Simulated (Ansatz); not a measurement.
# LuP (Fm-3m): phonons and vibrational spectra, part 2 of 2

Task: relax LuP (Fm-3m), then find its harmonic phonons.

Ansatz 0.2.0; DFT PBEsol, scalar-relativistic, plane waves, PAW; PAW set soft_1.

So far. Step 3 (Tight relaxation): The forces vanish by symmetry and the pressure is 0.000 GPa, within the tolerances set. The cell now holds 20.20 Å³/atom. Step 4 (Linear response at the zone centre): Before it was imposed, the acoustic sum rule was missed by 7.7e-5 eV/Å². Small misses are needed for a sound result but don't prove that mesh and cutoff are converged. The lowest optical mode is real, 260 cm⁻¹. The relaxed cell has a = 5.447 Å (conventional setting).

## Step 5: The dispersion

Stability and thermal properties need the whole zone. Linear response on a 4×4×4 q mesh gives force constants as far as a supercell of that size would.

input.yaml reads:

```yaml
crystal:
  lattice:
    - [0.0, 2.7235563647, 2.7235563647]
    - [2.7235563647, 0.0, 2.7235563647]
    - [2.7235563647, 2.7235563647, 0.0]
  atoms:
    - { symbol: Lu, position: [0.0, 0.0, 0.0] }
    - { symbol: P, position: [0.5, 0.5, 0.5] }
kpoints:
  mp_grid: { grid: [16, 16, 16] }
hamiltonian:
  xc: pbesol
  pseudopotentials: { kind: paw, azcp: { folder: soft_1 }, xc_functional: pbe }
scf:
  occupations: { method: methfessel_paxton, width: 0.2 }
output:
  eigenvalues: true
phonons:
  method: dfpt
  qmesh: [4, 4, 4]
  temperatures: { t_max: 1000, t_step: 50 }
  qpath:
    path:
      - [[0.0, 0.0, 0.0], [0.5, 0.0, 0.5], [0.625, 0.25, 0.625]]
      - [[0.375, 0.375, 0.75], [0.0, 0.0, 0.0], [0.5, 0.5, 0.5], [0.5, 0.25, 0.75], [0.5, 0.0, 0.5]]
    npoints: 10
```

The run is started by

```
$ ansatz run input.yaml --threads 4 --pin off --max-ram 10240MiB --backend cpu --events-out ev --progress --plain --runs-dir out
```

Numbers of over 12 decimals in the logs are rounded to 6 here.

Log:

```text
[...]
Crystal: 2 atoms, lattice volume = 40.405 Å³
Basis set: ecut = 420 eV, 749 PW (Γ), exchange–correlation on 54×54×54 points (8 copies of the dense FFT grid, shifted against one another)
Bands: 19, of which v1, the nominal top of the filled ones, is band 15 counted from 1 (14 counted from 0)
Symmetry: 48 space group operations
k-points: 145 of 4096
[...]
SCF iter   1: F=—  HF=-15355.418372 eV  |F-HF|=—  |Δ(HF+E_count)|=         —  Δρ=2.83e-2  dr2=2.79e-1  ethr=3.10e-3  ⟨swp⟩=6.2  Hψ=16818  notcnv=0
[...]
SCF iter  11: F=-15355.359847 eV  HF=-15355.359847 eV  |F-HF|=5.46e-12  |Δ(HF+E_count)|=  4.18e-11  S|Δr|=    0.00e0  Δρ=1.61e-7  dr2=4.83e-12  ethr=1.00e-12  ⟨swp⟩=11.0  Hψ=23661  notcnv=0
SCF 1 converged in 11 iterations: F = -15355.359847 eV  dr2 = 4.83e-12
[...]
SCF iter   3: F=-15355.359847 eV  HF=-15355.359847 eV  |F-HF|=1.82e-12  |Δ(HF+E_count)|=  3.64e-12  S|Δr|=    0.00e0  Δρ=1.59e-7  dr2=3.93e-12  ethr=1.00e-12  ⟨swp⟩=2.4  Hψ=7457  notcnv=0
SCF 2 converged in 3 iterations: F = -15355.359847 eV  dr2 = 3.93e-12
phonons: the bands overlap, so this run is a metal and interpolates without the dipole-dipole term. If the crystal is really an insulator or semiconductor, its LO-TO splitting is missing
NSCF: frozen V_eff on 145 k-points
[...]
DFPT response loops at q = (0, 0, 0) (fractional): preconditioner auto → Kerker (q_TF=auto, 2.596 Å⁻¹) (partly filled bands, converged f_vac=0.000); β = 1.00, the filter's whole step (`scf.mixing.beta` (0.50) is not read by the response loops under this deck's `scf.mixing.preconditioner`; to damp them name `kerker` or `kerker_dos`, under which they read `scf.mixing.beta`, and type it under 1.00, their step now; both keys bind the ground state too); Broyden in place of MSR1
[...]
SCF converged after 11 iterations
[...]
Free energy (F): -15355.359847 eV
[...]
Internal energy: -15355.359722 eV  (E = F + TS)
E sigma→0 (E₀):  -15355.359816 eV
Entropy (-TS):   -0.000126 eV (-0.063 meV/atom)
Fermi energy:    13.001459 eV
[...]
--- Band table (eV; the first three rows and the last of 145) ---
  k-point 0: bands = [... 11 lower, 8.7481, 13.7084, 13.7084, 13.7084, 14.5519, 14.5519, 14.5519, 15.4567]
  k-point 1: bands = [... 11 lower, 8.7482, 13.1730, 13.3723, 13.3723, 14.6860, 14.6860, 14.8179, 15.8131]
  k-point 2: bands = [... 11 lower, 8.7484, 12.2498, 12.7912, 12.7912, 14.9376, 14.9376, 15.0745, 16.6027]
  k-point 144: bands = [... 11 lower, 8.7444, 10.2767, 10.2767, 10.3386, 16.2855, 16.2855, 16.7329, 18.9492]
--- Phonons (Γ-DFPT): 2 representative perturbations + reference (Σ response iterations 6) ---
  ASR residual: 1.393e-4 → 0.000e0 eV/Å²; symmetrization residual: 2.282e-6 eV/Å²
  ASR residual per site (eV/Å²): 1.39e-4 3.59e-5
  Γ frequencies (cm⁻¹): 0.00 0.00 0.00 260.19 260.19 260.19
--- Phonons (arbitrary-q DFPT): 8 irreducible q on the 4×4×4 mesh ---
  q = [0.0000, 0.0000, 0.0000] (star 1, of the zone-centre solve; hermiticity 6.96e-7, symmetrization 3.34e-12): -0.00 -0.00 0.00 260.19 260.19 260.19
  q = [0.0000, 0.0000, 0.2500] (star 8, 2 solved perturbations on 2176 of 4096 k-point pairs; hermiticity 1.95e-7, symmetrization 1.43e-12): 75.30 75.30 107.33 268.09 268.09 314.90
[...]
q = [0.0000, 0.2500, 0.2500] (star 6, 4 solved perturbations in 3616 linear systems a pass and spin channel, the states on 1160 of 4096 k-point pairs; hermiticity 4.33e-7, symmetrization 6.23e-13): 62.48 62.48 118.92 270.94 270.94 304.14
[...]
sum rule: each row above includes the acoustic sum rule's correction from the zone centre's row sums; it moved no ω² by more than (0.56 cm⁻¹)²
  mesh force constants: q→R imaginary residual 3.76e-18; ASR residual 1.393e-4 → 0.000e0 eV/Å²; symmetrization residual 1.066e-14 eV/Å²
  interpolated dispersion: 62 rows × 6 modes
  density of states and harmonic sums: on the 20×20×20 q-mesh, interpolated from the force constants of a 4×4×4 supercell (no non-analytic term)
  largest difference from the sums on the solved wave vectors: F 1.25e-2 eV, S 1.65e-5 and C_V 4.01e-6 eV/K
  zero-point energy: 0.073053 eV/cell   skipped modes (ω ≤ 0): 3   left out of the sums: 6.25e-5 of the cell's modes: C_V's classical limit lies that fraction below 3 k_B per atom; for a crystal, a wire or a layer, F and S can be off by more, and a phonons.interpolated_qmesh denser along its periods is the remedy for the sampling
```

Wall time 15 min (4 threads of Arm Neoverse V1, shared host); peak memory 6 GiB.

Numbers from this step:

| Quantity | Value |
| --- | --- |
| sum-rule residual before enforcement | 1.39e-4 eV/Å² |
| lowest frequency on the path | 0 cm⁻¹ |
| highest frequency on the path or at a solved wavevector | 326.4 cm⁻¹ |
| mean frequency | 196.4 cm⁻¹ |
| Debye temperature (second moment) | 406 K |
| logarithmic mean frequency | 170.1 cm⁻¹ |
| lowest mode on the q mesh (acoustic modes at Γ apart) | 62.48 cm⁻¹ |
| zero-point energy per atom | 36.53 meV |
| heat capacity at 300 K | 22.85 J/(mol atoms K) |
| vibrational entropy at 300 K | 31.12 J/(mol atoms K) |
| edges of the widest gap between branches, on path and mesh | 159.1, 260.2 cm⁻¹ |

Frequencies (cm⁻¹) solved at each irreducible wavevector; negative means imaginary. Frequencies by wavevector, by row:

```tsv
q in reciprocal lattice units	star	mode 1	mode 2	mode 3	mode 4	mode 5	mode 6
0 0 0	1	0	0	0	260.2	260.2	260.2
0 0 0.25	8	75.3	75.3	107.3	268.1	268.1	314.9
0 0 -0.5	4	104.9	104.9	159.1	273.9	273.9	324.8
0 0.25 0.25	6	62.5	62.5	118.9	270.9	270.9	304.1
0 0.25 -0.5	24	97.6	105.3	128.8	274.2	290.8	312.1
0 0.25 -0.25	12	83.7	104.6	140.6	277.7	289.2	315
0 -0.5 -0.5	3	86.5	86.5	106.9	264.7	264.7	305.3
0.25 -0.5 -0.25	6	98.6	98.6	127.2	295.9	295.9	300.1
```

Interpolated from a 4×4×4 q mesh. The phonon branches at the labelled points (cm⁻¹):

```tsv
point	branch 1	branch 2	branch 3	branch 4	branch 5	branch 6
Γ	0	0	0	260	260	260
halfway	62	62	119	271	271	304
X	86	86	107	265	265	305
halfway	92	98	106	268	279	304
U	102	102	120	275	301	304
jump to K	102	102	120	275	301	304
halfway	70	91	123	272	281	312
Γ	0	0	0	260	260	260
halfway	75	75	107	268	268	315
L	105	105	159	274	274	325
halfway	104	106	140	280	288	319
W	99	99	127	296	296	300
halfway	91	105	109	278	283	303
X	86	86	107	265	265	305
```

The phonon branches as a text plot (rows in cm⁻¹):

```
    320 |                   ****            ************
    306 |      *************    **         *            *********
    292 |   ***         *  *****  **      *           ********
    279 |  *           * *********  *    *     **********    **
    265 |****************       ***************                **
    252 |
    238 |
    224 |
    211 |
    197 |
    184 |
    170 |
    156 |                                       *****
    143 |                   ***               **     **
    129 |       **         *   **            *         *****
    116 |      *  ***    **                                 **
    102 |    **      *********** *          *  ******************
     88 |   *     ******    *** * **       * **             *****
     75 |       **             ***        * *
     61 |  *   *                 ****      *
     48 |   ***                   ***    **
     34 | **                        **   *
     20 | *                          *  *
      7 |*                            **
         Γ           X  U|K            Γ         L        W     X
```

Tetrahedra on a 20×20×20 mesh, mean over bins of 5 cm-1. Interpolated from a 4×4×4 q mesh. Table of phonon density of states by wavenumber; read off at these points:

```tsv
wavenumber (cm⁻¹)	phonon density of states (1/cm⁻¹/cell)
2	1.0e-5
18	3.0e-4
32	0.00137
48	0.00382
62	0.00941
78	0.0212
98	0.0616
102	0.0883
112	0.0113
128	0.0348
142	0.0201
158	0.00159
172	0
188	0
202	0
218	0
232	0
252	0
268	0.0342
278	0.105
282	0.0626
298	0.0200
308	0.0490
312	0.0445
328	0.00256
```

Phonopy on the run's constants, 17x17x17 mesh, Gaussian sigma 2.5 cm-1. Interpolated from a 4×4×4 q mesh. Table of partial phonon density of states by wavenumber; read off at these points; values in 1/cm⁻¹/cell:

```tsv
wavenumber (cm⁻¹)	Lu	P
-10.0	0	0
0.0	7.0e-5	1.0e-5
10.0	0	0
20.0	6.8e-4	1.1e-4
30.0	7.8e-4	1.3e-4
40.0	0.00198	3.0e-4
50.0	0.00460	6.3e-4
60.0	0.00766	9.3e-4
70.0	0.0132	0.00136
80.0	0.0230	0.00190
90.0	0.0425	0.00266
100.0	0.0687	0.00251
104.2	0.0910	0.00222
110.0	0.0356	8.4e-4
120.0	0.0189	5.6e-4
130.0	0.0313	6.0e-4
140.0	0.0239	3.8e-4
150.0	0.00758	1.1e-4
160.0	8.0e-4	8.7e-7
170.0	0	0
180.0	0	0
190.0	0	0
200.0	0	0
210.0	0	0
220.0	0	0
230.0	0	0
240.0	0	0
250.0	0	0
260.0	5.5e-4	0.00393
270.0	0.00459	0.0612
276.6	0.00377	0.0971
280.0	0.00297	0.0812
290.0	0.00205	0.0419
300.0	0.00106	0.0214
305.7	0.00142	0.0446
310.0	0.00114	0.0425
320.0	7.0e-4	0.0311
330.0	3.2e-5	0.00145
340.0	0	0
```

Second derivatives of the energy by pair, one row for each kind of neighbour of each atom listed. Each entry sums the pair over the periodic images of the supercell that the q mesh stands for, and in a polar crystal it holds the long-range dipole part too. Force constants by pair, by row:

```tsv
atom	neighbour	distance (Å)	third of the trace (eV/Å²)	along the pair's line (eV/Å²)
Lu1	itself	0	9.18	–
Lu1	P	2.724	-1.193	-2.696
Lu1	Lu	3.852	-0.1351	-0.9356
Lu1	P	4.717	-0.0651	-0.0498
Lu1	Lu	5.447	-0.1783	-0.4805
Lu1	P	6.09	0.0503	0.1709
Lu1	Lu	6.671	0.0162	0.0303
P2	itself	0	9.248	–
P2	Lu	2.724	-1.193	-2.696
P2	P	3.852	-0.1243	-0.5419
P2	Lu	4.717	-0.0651	-0.0498
P2	P	5.447	-0.1438	-0.3947
P2	Lu	6.09	0.0503	0.1709
P2	P	6.671	0.0105	0.0086
```

Harmonic thermodynamic functions per atom, from the density of states. Interpolated from a 4×4×4 q mesh. Thermodynamic functions, by row:

```tsv
T (K)	F_vib (meV/atom)	S (J/mol-atom/K)	C_V (J/mol-atom/K)
0	36.53	0	0
50	36.07	3.132	6.595
100	32.66	10.09	13.84
200	15.58	22.25	20.68
300	-12.31	31.12	22.85
400	-48.19	37.83	23.72
500	-90.25	43.17	24.15
600	-137.4	47.6	24.38
700	-188.7	51.37	24.53
800	-243.7	54.65	24.62
900	-301.8	57.55	24.69
1000	-362.9	60.16	24.74
```

Harmonic mean-square displacement, third of the trace. Interpolated from a 4×4×4 q mesh. Mean square displacements, by row:

```tsv
T (K)	Lu1 U_eq (Å²)	P2 U_eq (Å²)
0	9.60e-4	0.00209
100	0.00174	0.0025
300	0.00462	0.0048
600	0.00913	0.00896
```

Symmetry leaves 8 wavevectors to solve. The lowest mode among them, the acoustic zeros apart, lies at q = (0, 0.25, 0.25) and is real, 62.5 cm⁻¹.

## Step 6: Summary of results

```yaml
space_group_after_relaxation_within_0p01_a: Fm-3m
volume_per_atom: 20.2 Å³
electronic_character: no gap on this mesh
highest_optical_mode_at_the_zone_centre_no_lo_to_term: 260 cm⁻¹
lowest_optical_zone_centre_mode: 260 cm⁻¹
lowest_mode_on_the_q_mesh_acoustic_modes_at_gamma_apart: 62.5 cm⁻¹
highest_frequency_on_the_path_or_at_a_solved_wavevector: 326 cm⁻¹
zero_point_energy_per_atom: 36.5 meV
heat_capacity_at_300_k: 22.8 J/(mol atoms K)
vibrational_entropy_at_300_k: 31.1 J/(mol atoms K)
debye_temperature_second_moment: 406 K
imaginary_modes_on_the_4x4x4_q_mesh: none
```

In words: The structure is a minimum as far as tested: no mode is imaginary at the 8 irreducible wavevectors of the 4×4×4 mesh, and the softest away from the acoustic zeros lies at 62 cm⁻¹. The optical modes at Γ form one degenerate level at 260 cm⁻¹. The highest mode in this list at Γ, 260.2 cm⁻¹, is mostly motion of P (85 % of the kinetic energy). On the path and the mesh, the widest gap between branches runs from 159 to 260 cm⁻¹. With no gap, or one that is small against the smearing, the frequencies hang on the k mesh and the smearing, most of all near Kohn anomalies. Spin-orbit coupling is left out, which can matter for the heavy elements here. The PAW files were made for PBE and serve the other functionals too. These are harmonic frequencies at zero temperature: anharmonic shifts, linewidths and thermal expansion are left out.

[Logs are printed without paths, hosts, clocks, repeated set-up lines and the standing remarks that a program may print on its own settings, such as how far it seeks lower states.]

[Hosts, paths, dates, database ids (printed as entryN), source tags and the programs' standing remarks are cut or masked in the printed files.]
